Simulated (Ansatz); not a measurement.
## Localised basis functions on random rock-salt alloy of NbC and TiC (64 atoms)

Aim: test how closely localised support functions follow the reference on random rock-salt alloy of NbC and TiC (64 atoms), and at what cost. A setting counts as converged where the r.m.s. difference of forces stays under 1 % of the r.m.s. force.

Calculated with Ansatz 0.2.0; Kohn-Sham DFT, PBE, PAW (set soft_2), plane waves.

**1. Set-up**

The cell holds 64 atoms: 20 Nb, 32 C and 12 Ti. Cell: a = 8.834 Å, b = 8.834 Å, c = 8.834 Å, α = 90.0°, β = 90.0°, γ = 90.0°. It derives from NbC and TiC (rock-salt), repeated 2×2×2. Rock-salt NbC, 2 x 2 x 2 conventional cells, 12 of 32 Nb sites given to Ti at random (x = 0.375), lattice by Vegard's rule (a = 4.417 Å); not relaxed, displaced by a Gaussian of 0.02 Å.

What the set-up can't give: The host structure and its lattice constant were typed by rule, without a check against the phase diagram.

**2. Plane-wave single point**

This run is the reference for what follows, at a cutoff of 420 eV.

Contents of input.yaml:

```yaml
crystal:
  lattice:
    - [8.8336, 0.0, 0.0]
    - [0.0, 8.8336, 0.0]
    - [0.0, 0.0, 8.8336]
  atoms:
    - { symbol: Nb, position: [0.00199, 0.99924, 0.00135] }
    - { symbol: C, position: [0.25231, 0.00284, 0.999] }
    - { symbol: Nb, position: [0.99948, 0.25152, 0.2509] }
    - { symbol: C, position: [0.25247, 0.25115, 0.25301] }
    - { symbol: Nb, position: [0.24844, 0.00361, 0.24897] }
    - { symbol: C, position: [0.00267, 0.00276, 0.24676] }
    - { symbol: Nb, position: [0.24731, 0.2541, 0.99803] }
    - { symbol: C, position: [0.00019, 0.25347, 0.99863] }
    - { symbol: Nb, position: [0.99906, 0.99993, 0.49986] }
    - { symbol: C, position: [0.25243, 0.00218, 0.49772] }
    - { symbol: Nb, position: [0.99944, 0.2538, 0.75142] }
    - { symbol: C, position: [0.25123, 0.25203, 0.75189] }
    - { symbol: Ti, position: [0.25189, 0.99709, 0.75044] }
    - { symbol: C, position: [0.99955, 0.00443, 0.7492] }
    - { symbol: Nb, position: [0.25131, 0.25077, 0.49707] }
    - { symbol: C, position: [0.99953, 0.24403, 0.49992] }
    - { symbol: Nb, position: [0.00309, 0.50025, 0.99634] }
    - { symbol: C, position: [0.25133, 0.49901, 0.99666] }
    - { symbol: Nb, position: [0.99523, 0.7529, 0.24904] }
    - { symbol: C, position: [0.24918, 0.74921, 0.25142] }
    - { symbol: Nb, position: [0.25228, 0.50181, 0.249] }
    - { symbol: C, position: [0.00187, 0.50387, 0.25168] }
    - { symbol: Nb, position: [0.25088, 0.75171, 0.99921] }
    - { symbol: C, position: [0.00201, 0.74946, 0.99929] }
    - { symbol: Nb, position: [0.00416, 0.49871, 0.50005] }
    - { symbol: C, position: [0.2457, 0.49909, 0.49899] }
    - { symbol: Ti, position: [0.00393, 0.75317, 0.7473] }
    - { symbol: C, position: [0.24862, 0.75022, 0.7483] }
    - { symbol: Ti, position: [0.24831, 0.50049, 0.7483] }
    - { symbol: C, position: [0.00462, 0.50143, 0.74444] }
    - { symbol: Nb, position: [0.25009, 0.75053, 0.50082] }
    - { symbol: C, position: [0.99634, 0.75156, 0.50041] }
    - { symbol: Ti, position: [0.50318, 0.9972, 0.9997] }
    - { symbol: C, position: [0.75081, 0.99704, 0.99743] }
    - { symbol: Ti, position: [0.50092, 0.24539, 0.2496] }
    - { symbol: C, position: [0.74711, 0.24813, 0.25008] }
    - { symbol: Nb, position: [0.74714, 0.00106, 0.24906] }
    - { symbol: C, position: [0.49752, 0.00294, 0.24782] }
    - { symbol: Nb, position: [0.75158, 0.24957, 0.99908] }
    - { symbol: C, position: [0.49923, 0.24514, 0.0016] }
    - { symbol: Ti, position: [0.49969, 0.00136, 0.49722] }
    - { symbol: C, position: [0.74892, 0.0027, 0.50029] }
    - { symbol: Nb, position: [0.49856, 0.25025, 0.74978] }
    - { symbol: C, position: [0.74453, 0.25146, 0.75067] }
    - { symbol: Nb, position: [0.7516, 0.0007, 0.74797] }
    - { symbol: C, position: [0.50092, 0.9973, 0.75154] }
    - { symbol: Ti, position: [0.74943, 0.247, 0.50073] }
    - { symbol: C, position: [0.49981, 0.25285, 0.49832] }
    - { symbol: Nb, position: [0.50257, 0.50026, 0.00277] }
    - { symbol: C, position: [0.74798, 0.50167, 0.00037] }
    - { symbol: Ti, position: [0.50015, 0.74808, 0.2502] }
    - { symbol: C, position: [0.7504, 0.75164, 0.25296] }
    - { symbol: Ti, position: [0.75194, 0.49919, 0.25096] }
    - { symbol: C, position: [0.50393, 0.49547, 0.24802] }
    - { symbol: Ti, position: [0.75155, 0.74901, 0.00251] }
    - { symbol: C, position: [0.49746, 0.7464, 0.00221] }
    - { symbol: Nb, position: [0.49882, 0.50006, 0.49943] }
    - { symbol: C, position: [0.74934, 0.50038, 0.5042] }
    - { symbol: Ti, position: [0.4967, 0.74877, 0.75087] }
    - { symbol: C, position: [0.75345, 0.74982, 0.75156] }
    - { symbol: Ti, position: [0.75098, 0.49884, 0.75094] }
    - { symbol: C, position: [0.50068, 0.50038, 0.749] }
    - { symbol: Nb, position: [0.74997, 0.75794, 0.49974] }
    - { symbol: C, position: [0.50022, 0.74924, 0.50379] }
kpoints:
  mp_grid: { grid: [2, 2, 2] }
hamiltonian:
  xc: pbe
scf:
  occupations: { method: gaussian, width: 0.05 }
output:
  forces: true
  stress: true
  populations: true
  dos:
    method: { smearing: { sigma: 0.1 } }
    de: 0.1
    projected: { site_lists: { C: [C], Nb: [Nb], Ti: [Ti] } }
  eigenvalues: true
  write_density: true
  write_potential: true
  volumetric_format: npy
  elf: true
```

The run is started by

```bash
ansatz run input.yaml --threads 4 --pin off --max-ram 8192MiB --backend cpu --events-out ev --progress --plain --runs-dir out
```

Log:

```text
Engine: ansatz 0.2.0, x86_64-unknown-linux-gnu
Pseudopotentials: kind: paw
Pseudopotential: Nb, paw, valence charge 13, recommended cutoff 420 eV (normal), Nb.paw.azcp
Pseudopotential: C, paw, valence charge 4, recommended cutoff 420 eV (normal), C.paw.azcp
Pseudopotential: Ti, paw, valence charge 12, recommended cutoff 420 eV (normal), Ti.paw.azcp
[... 5 lines on functional and potentials left out ...]
Crystal: 64 atoms, lattice volume = 689.308 Å³
Basis set: ecut = 420 eV, 13397 PW (Γ), exchange–correlation on 120×120×120 points (8 copies of the dense FFT grid, shifted against one another)
Bands: 330, of which v1, the nominal top of the filled ones, is band 266 counted from 1 (265 counted from 0)
Symmetry: 1 space group operations
Space group: P1 (ITA 1), of the structure as read, at distance tolerance 8.8e-5 Å
k-points: 8
[... 7 lines on functional and potentials left out ...]
Initial density: superposition of atomic densities (neutral atoms: chi_scale 0, normalization atom), corrected by the library's trained network
Initial wavefunctions: pseudopotential atomic-orbital guess
Functional: x = pbe(κ = 0.804, μ = 0.219515), c = pbe(β = 0.066725)
SCF iter   1: F=—  HF=-129112.173795 eV  |F-HF|=—  |Δ(HF+E_count)|=         —  Δρ=5.05e-3  dr2=8.00e-1  ethr=1.77e-3  ⟨swp⟩=4.0  Hψ=9466  notcnv=0  defer=78
preconditioner: auto → Kerker (q_TF=auto, 2.613 Å⁻¹)  [metal: Δε(μ)=0.002 eV  Ē_g=7.135 eV  σ=0.050 eV  W_gap=0.02  n_scr=202 (ndim 8)  ℏωp=23.5 eV  f_vac=0.000  D(μ)=33.56/eV (n_scr^D=304)]
SCF iter   2: F=—  HF=-129112.124070 eV  |F-HF|=—  |Δ(HF+E_count)|=   4.97e-2  Δρ=2.66e-3  dr2=2.96e-1  ethr=1.50e-4  ⟨swp⟩=1.0  Hψ=3040  notcnv=0  defer=174
SCF iter   3: F=—  HF=-129112.104715 eV  |F-HF|=—  |Δ(HF+E_count)|=   1.94e-2  Δρ=6.34e-4  dr2=7.30e-3  ethr=5.56e-5  ⟨swp⟩=2.0  Hψ=2361  notcnv=0  defer=174
SCF iter   4: F=—  HF=-129112.103576 eV  |F-HF|=—  |Δ(HF+E_count)|=   1.14e-3  Δρ=2.04e-4  dr2=1.06e-3  ethr=1.37e-6  ⟨swp⟩=2.0  Hψ=3260  notcnv=0  defer=174
SCF iter   5: F=—  HF=-129112.103462 eV  |F-HF|=—  |Δ(HF+E_count)|=   1.14e-4  Δρ=6.36e-5  dr2=4.99e-5  ethr=1.99e-7  ⟨swp⟩=2.1  Hψ=3072  notcnv=0  defer=174
SCF iter   6: F=—  HF=-129112.104494 eV  |F-HF|=—  |Δ(HF+E_count)|=   1.03e-3  Δρ=1.76e-5  dr2=3.13e-6  ethr=9.38e-9  ⟨swp⟩=2.2  Hψ=4393  notcnv=0  defer=344
SCF iter   7: F=—  HF=-129112.104494 eV  |F-HF|=—  |Δ(HF+E_count)|=   4.53e-8  Δρ=3.74e-6  dr2=1.85e-7  ethr=5.88e-10  ⟨swp⟩=2.0  Hψ=3077  notcnv=0  defer=344
SCF iter   8: F=-129112.104494 eV  HF=-129112.104494 eV  |F-HF|=1.09e-8  |Δ(HF+E_count)|=   1.58e-8  Δρ=1.04e-6  dr2=1.46e-8  ethr=1.88e-11  ⟨swp⟩=13.8  Hψ=16073  notcnv=0
SCF 1 converged in 8 iterations: F = -129112.104494 eV  dr2 = 1.46e-8
  greatest PAW one-centre occupation: 0.999 electrons in one spin orbital (limit 2), on the Ti atom at site 32 (counted from 0), in its partial waves of l = 0
SCF converged after 8 iterations
Free energy (F): -129112.104494 eV
Harris-Foulkes:  -129112.104494 eV  (|F-HF|=1.09e-8)
Internal energy: -129112.055710 eV  (E = F + TS)
E sigma→0 (E₀):  -129112.080102 eV
Entropy (-TS):   -0.048784 eV (-0.762 meV/atom)
Fermi energy:    17.522020 eV
--- Per-component energies (eV) ---
  E_band       = -1962.402144
  E_kinetic    = 14059.731734
  E_local      = -23369.227349  (includes V_loc(G=0)·N_el)
  E_nonlocal   = 3263.576527
  E_hartree    = 8074.825755
  E_xc         = -6278.470267
  E_vxc        = -7710.270701  (∫ρ·V_xc dr)
  E_paw        = -77171.686385  (= ΣΔE_a)
  E_vpaw       = -4355.861828  (= ΣTr[D̂ρ^β])
  E_aug_tail   = 0.001546  (compensation charges beyond the density's cutoff)
  E_ewald      = -47690.807272
  E_smearing   = -0.048784  (= −TS)
  E_closure    = 0.000000  (closes the sum)
  Σ components = -129112.104494   (vs F -129112.104494, Δ=0.00e0)
--- Forces (eV/Å), atoms counted from 1 ---
  atom   1  Nb    -0.27961718     0.34161561    -0.28062088
  atom   2  C      0.28197732    -0.36796505    -0.44342825
  atom   3  Nb    -0.15927263    -0.13018205    -0.50657252
  atom   4  C      0.27175115     0.01303494    -0.42750771
  atom   5  Nb     0.69452352    -0.26075771    -0.03732579
  atom   6  C     -0.52353348    -0.20028279     0.43915189
  atom   7  Nb     0.15577061    -0.67175162     0.44832164
  atom   8  C     -0.12670954    -0.28321246     0.13484145
  atom   9  Nb     0.39577629     0.34681173    -0.35246572
  atom  10  C      0.10753454    -0.26555038     0.61760063
  atom  11  Nb     0.07786979    -0.41069253    -0.13755294
  atom  12  C     -0.16555827    -0.17325214    -0.46235511
  atom  13  Ti     0.01045824     0.51400238    -0.01093156
  atom  14  C      0.62333107    -0.78357286     0.01630725
[...]
atom  63  Nb    -0.59474962    -1.18632676     0.43210986
  atom  64  C     -0.16809125     0.57905935    -0.38929278
  max |Σ_I F_I| component: 1.54e-5 eV/Å
--- Stress (GPa, compression-positive) ---
        4.276450      -0.149306       0.000298
       -0.149306       4.262117       0.041523
        0.000298       0.041523       4.339699
  P = ⅓ Tr σ = 4.2928 GPa (42.928 kbar)
--- Band table (eV; the first three rows and the last of 8) ---
  k-point 0: bands = ["-39.7097", "-39.7000", "-39.6905", "-39.6873", [... 314 levels ...], "20.0630", "20.0899", "20.0956", "20.1461", "20.1646", "20.2567", "20.2830", "20.3301", "20.3413", "20.3615", "20.3928", "20.4141"]
[...]
--- Löwdin populations: 64 sites ---
  site symbol       q [e]
     0     Nb     12.3390
     1      C      4.6877
     2     Nb     12.3516
[...]
63      C      4.7129
  spilling = 0.002844 (of n_electrons = 532.000000)
```

Elapsed: 47 s, on 4 threads of Intel Xeon Platinum 8488C (Sapphire Rapids), shared host; peak memory 5.1 GiB; 3 min of CPU time.

The run gave:

| Property | Result |
| --- | --- |
| free energy | -129112.1045 eV |
| free energy per atom | -2017.3766 eV/atom |
| SCF cycles | 8 |
| pressure | 4.293 GPa |
| r.m.s. force component | 0.3683 eV/Å |
| longest force | 1.396 eV/Å |
| Fermi energy | 17.52 eV |
| levels partly filled by over 2 per cent | 26 |
| spilling of the projection | 0.002844 |

The r.m.s. force component of 0.37 eV/Å sets the scale for the differences below.

**3. Support functions low**

The cell is solved in localised support functions. The level low gives here a grid of 48×48×48 points and a radius of 3.48 Å.

This step: Kohn-Sham DFT, PBE, PAW (set soft_2), localised support functions (low) (Ansatz 0.2.0).

input.yaml, the sections that differ from step 2:

```yaml
scf:
  occupations: { method: gaussian, width: 0.05 }
  eigensolver: { kind: { support_functions: { accuracy: low } } }
  max_iter: 150
output:
  forces: true
  eigenvalues: true
# crystal, kpoints, hamiltonian: as in step 2
```

Log:

```text
Warning: scf.eigensolver.kind.support_functions: disabling space-group detection — the functions' gradient is summed over unrotated k-points, so no spatial operation reduces the k-mesh or symmetrises the density; time reversal is kept, so that k and −k are solved as one point where they differ and the mesh holds both, and exact exchange and, on two spinor components, a DFT+U term hold to it where the run has them: [...]
settings of this run that can trade accuracy for cost: scf.eigensolver.kind.support_functions; scf.eigensolver.kind.support_functions.accuracy: low [...]
[...]
Crystal: 64 atoms, lattice volume = 689.308 Å³
Basis set: ecut = 420 eV, 13397 PW (Γ), exchange–correlation on 128×128×128 points (8 copies of the dense FFT grid, shifted against one another)
Bands: 320, of which v1, the nominal top of the filled ones, is band 266 counted from 1 (265 counted from 0)
Symmetry: 1 space group operations
k-points: 8
[...]
Eigensolver: Support functions (low, 48×48×48 points, laid for a spacing of at most 0.228497 Å, radius 3.476629 Å, 1 species' potentials softened for the grid, 3 wholly corrected for its errors in the mean over positions, 3 with the egg-box correction, energy correction by stochastic trace)
[...]
SCF iter   1: F=—  HF=-129158.310691 eV  |F-HF|=—  |Δ(HF+E_count)|=         —  Δρ=1.65e-1  dr2=3.01e2  ethr=1.00e-1
[...]
SCF iter   8: F=—  HF=-129112.187689 eV  |F-HF|=—  |Δ(HF+E_count)|=   1.03e-2  Δρ=2.48e-5  dr2=5.80e-6  ethr=1.87e-8  κ⁻¹=2.3e-7(r=6)
SCF iter   9: F=-129112.194217 eV  HF=-129112.194218 eV  |F-HF|=2.73e-7  |Δ(HF+E_count)|=   6.53e-3  Δρ=9.94e-6  dr2=7.60e-7  ethr=1.09e-9
SCF 1 converged in 9 iterations: F = -129112.235385 eV  dr2 = 7.60e-7
[...]
SCF converged after 9 iterations
Stability not checked: this state was not tested for a lower state beside it, because the mixer in use, unlike msr1, does not test its closes by its own steps (another_mixer; see scf.mixing.algorithm and scf.lower_state_search)
Free energy (F): -129112.235385 eV
[...]
Internal energy: -129112.187005 eV  (E = F + TS)
E sigma→0 (E₀):  -129112.211195 eV
Entropy (-TS):   -0.048380 eV (-0.756 meV/atom)
Fermi energy:    17.522053 eV
[...]
Σ components = -129112.235385   (vs F -129112.235385, Δ=0.00e0)
--- Forces (eV/Å), atoms counted from 1 ---
  atom   1  Nb    -0.27838563     0.34027531    -0.28049050
  atom   2  C      0.28225911    -0.36795961    -0.44269898
  atom   3  Nb    -0.15840980    -0.12997766    -0.50620329
  atom   4  C      0.27221302     0.01311694    -0.42668287
[...]
atom  64  C     -0.16885988     0.57903332    -0.38919035
  max |Σ_I F_I| component: 3.09e-3 eV/Å
--- Band table (eV; the first three rows and the last of 8) ---
[...]
```

The job ended after 2.6 min (4 threads; peak memory 3 GiB; 9.4 min of CPU time).

The program notes that the band table was not solved further than the SCF left it and it switched symmetry off.

Keys that differ from the reference: support_functions.accuracy = "low" and scf.max_iter = 150.

Forces differ from the reference by 0.69 meV/Å r.m.s., 0.19 % of their size, well within a tolerance of 1 %; the energy by -2.0 meV/atom. It took roughly 3.3 times the reference's time (one timing each, with unlike analyses asked), in 9 cycles against 8.

**4. Support functions medium, spacing 0.45 Å**

The grid spacing sets how fine a wave the support functions can hold. The typed value is an upper bound: the grid laid has 24×24×24 points, 0.368 Å apart at most.

This step: Kohn-Sham DFT, PBE, PAW (set soft_2), localised support functions (medium) (Ansatz 0.2.0).

input.yaml, the sections that differ from step 3:

```yaml
scf:
  occupations: { method: gaussian, width: 0.05 }
  eigensolver: { kind: { support_functions: { accuracy: medium, spacing: 0.45 } } }
  max_iter: 150
# crystal, kpoints, hamiltonian, output: as in step 3
```

Log:

```text
[...]
Crystal: 64 atoms, lattice volume = 689.308 Å³
Basis set: ecut = 420 eV, 13397 PW (Γ), exchange–correlation on 120×120×120 points (8 copies of the dense FFT grid, shifted against one another)
Bands: 320, of which v1, the nominal top of the filled ones, is band 266 counted from 1 (265 counted from 0)
Symmetry: 1 space group operations
k-points: 8
[...]
Eigensolver: Support functions (medium, 24×24×24 points, laid for a spacing of at most 0.450000 Å, radius 3.476629 Å, 3 species' potentials softened for the grid, 2 wholly corrected for its errors in the mean over positions, 3 with the egg-box correction, energy correction by stochastic trace)
[...]
SCF iter   1: F=—  HF=-129133.902868 eV  |F-HF|=—  |Δ(HF+E_count)|=         —  Δρ=1.62e-1  dr2=2.94e2  ethr=1.00e-1
[...]
SCF iter  11: F=-129108.302526 eV  HF=-129108.302526 eV  |F-HF|=2.65e-8  |Δ(HF+E_count)|=   7.26e-3  Δρ=3.41e-6  dr2=6.32e-8  ethr=5.64e-11
SCF 1 converged in 11 iterations: F = -129108.399582 eV  dr2 = 6.32e-8
[...]
SCF converged after 11 iterations
[...]
Free energy (F): -129108.399582 eV
[...]
Internal energy: -129108.350835 eV  (E = F + TS)
E sigma→0 (E₀):  -129108.375209 eV
Entropy (-TS):   -0.048747 eV (-0.762 meV/atom)
Fermi energy:    17.535378 eV
[...]
--- Forces (eV/Å), atoms counted from 1 ---
  atom   1  Nb    -0.32801121     0.30889148    -0.27440405
  atom   2  C      0.33812893    -0.24645313    -0.45624359
  atom   3  Nb    -0.15320445    -0.20322906    -0.49578898
  atom   4  C      0.37564838     0.04377624    -0.21651842
  atom   5  Nb     0.73525073    -0.30957463     0.00080699
  atom   6  C     -0.33437639    -0.07762903     0.24500103
  atom   7  Nb     0.21838106    -0.75062628     0.42549122
  atom   8  C     -0.10316735    -0.08076611     0.03033786
  atom   9  Nb     0.39740731     0.38378562    -0.30421128
  atom  10  C      0.22675429    -0.14314406     0.44068755
  atom  11  Nb     0.12043835    -0.51745646    -0.14761626
  atom  12  C     -0.07278815    -0.01801069    -0.30702011
  atom  13  Ti     0.03918264     0.44778990     0.02176879
  atom  14  C      0.52273271    -0.55369434    -0.04463594
[...]
atom  63  Nb    -0.56827708    -1.30222771     0.40416096
  atom  64  C     -0.15565367     0.47350315    -0.17542466
  max |Σ_I F_I| component: 3.06e-1 eV/Å
--- Band table (eV; the first three rows and the last of 8) ---
[...]
```

The job ended after 1.8 min (4 threads; peak memory 1.8 GiB).

The program notes that the forces don't sum to zero within tolerance and the grid leaves an egg-box force.

Forces differ from the reference by 100 meV/Å r.m.s., 27 % of their size, far over a tolerance of 1 %; the energy by +58 meV/atom. It took roughly 2.2 times the reference's time (one timing each, with unlike analyses asked), in 11 cycles against 8. The setting is coarser than the default on purpose.

(Continued in part 2 of 2.)

[Long decimals in the printed logs are rounded to 6 places.]

[Logs are printed without paths, hosts, clocks, repeated set-up lines and the standing remarks that a program may print on its own settings, such as how far it seeks lower states.]

[Hosts, paths, dates, database ids (printed as entryN), source tags and the programs' standing remarks are cut or masked in the printed files.]
